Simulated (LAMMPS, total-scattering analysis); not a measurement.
# diamond-type solid solution (Si0.62,Ge0.38): cell edge against temperature

Simulated by classical molecular dynamics (LAMMPS) with the Tersoff potential (Tersoff, Phys. Rev. B 39, 5566 (1989)); 512 atoms, zero pressure, classical nuclei. Tersoff's Si and Ge melt far above the real elements.

| T (K) | cell edge (Å) |
| --- | --- |
| 200 | 5.5222 |
| 300 | ? |
| 600 | 5.5387 |
| 1100 | 5.5570 |
| 1560 | 5.5715 |

**Task.** Fit a straight line to the known rows, say what its slope means, and predict the withheld row.

The means are x̄ = 865 and ȳ = 5.54735. Σ(x − x̄)(y − ȳ) = 38.069 and Σ(x − x̄)² = 1.0507e+06, so the slope is 3.623e-05 and the intercept 5.51601. The residuals are -0.0011, +0.0010, +0.0011, -0.0010.

The slope over the edge is the mean linear expansion, 3.62e-05/5.5222 = 6.6×10⁻⁶ K⁻¹; classical dynamics keeps it finite down to 0 K, where a real crystal's goes to zero.

At 300 K the line gives 5.5269; the run gave 5.5260, a miss of +0.0009, 2 % of the range covered. With all rows in view, the slope between neighbours runs 3.8e-05, 4.23e-05, 3.66e-05, 3.15e-05: no steady trend, so single short runs can't tell curvature from noise.
